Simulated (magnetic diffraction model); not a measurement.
# Moment size from magnetic intensity in MnPb2C6N6

Space group P-3 (no. 147), a = 7.2070 Å, c = 5.8450 Å.

| site | atom | x | y | z |
| --- | --- | --- | --- | --- |
| 2d | Pb | 1/3 | 2/3 | 0.5746 |
| 1a | Mn | 0 | 0 | 0 |
| 6g | N | 0.6127 | 0.6810 | 0.2961 |
| 6g | C | 0.1887 | 0.9537 | 0.1801 |

This is a made-up structure (elements placed in a structure type, unrelaxed), so the numbers test the method and describe no known phase.

Only Mn is taken to order (form factors of Mn2+); orders and moment sizes are assumed, and not adapted to the symmetry. Radiation: neutrons of λ = 1.909 Å, 3° to 50°; isotropic B of 0.42 Å² (Pb), 0.48 Å² (Mn), 0.92 Å² (N) and 0.84 Å² (C). Simulated constant-wavelength pattern: nuclear and magnetic terms add, the magnetic one as |2.695 fm × Σ f S⊥ exp(2πi Q·r) exp(−B s²)|², summed over all Q at one angle with the factor 1/(sin²θ cos θ). For collinear order S is the moment m, which repeats by lattice and centring translations R with the sign exp(−2πi k·R). Free-ion form factors, Sears's scattering lengths of 1992, no absorption; a label names one of the reflections at its angle. The strongest nuclear line in the range is 100, and lines under 0.2 are left out.

In a first state the assumed order is k = (0 0 1/2), collinear moments along [001], 4.17 μB on Mn, with this pattern:

```
2θ (°)      index  nuclear  magnetic
 18.80    (0 0 1)      6.9       0.0
 19.97  (1 0 1/2)      0.0       7.8
 25.86    (1 0 1)     14.5       0.0
 30.72    (1 1 0)      4.0       0.0
 32.18  (1 1 1/2)      0.0       2.8
 33.57  (1 0 3/2)      0.0       0.8
 35.62    (2 0 0)      7.2       0.0
 36.26    (1 1 1)    100.0       0.0
 36.91  (2 0 1/2)      0.0       1.9
 38.13    (0 0 2)     18.8       0.0
 40.57    (2 0 1)     34.1       0.0
 42.28    (1 0 2)      8.3       0.0
 42.30  (1 1 3/2)      0.0       0.7
 46.14  (2 0 3/2)      0.0       0.6
 47.73    (2 1 0)     25.9       0.0
 48.76  (2 1 1/2)      0.0       1.6
```
(The table stops after 16 lines; 1 more lie at higher angle.)

**Question.** Nearer the ordering temperature the line at 19.97° has total intensity 5.6 on the same scale, and all moments have shrunk alike. How large is the Mn moment?

The nuclear part, 0.0, stays, so the magnetic part is 5.6 against 7.8. It goes as m², so m = 4.17 × √(5.6/7.8) = 3.53 μB; the value used was 3.54 μB.

[Logs are printed without paths, hosts, clocks, repeated set-up lines and the standing remarks that a program may print on its own settings, such as how far it seeks lower states.]
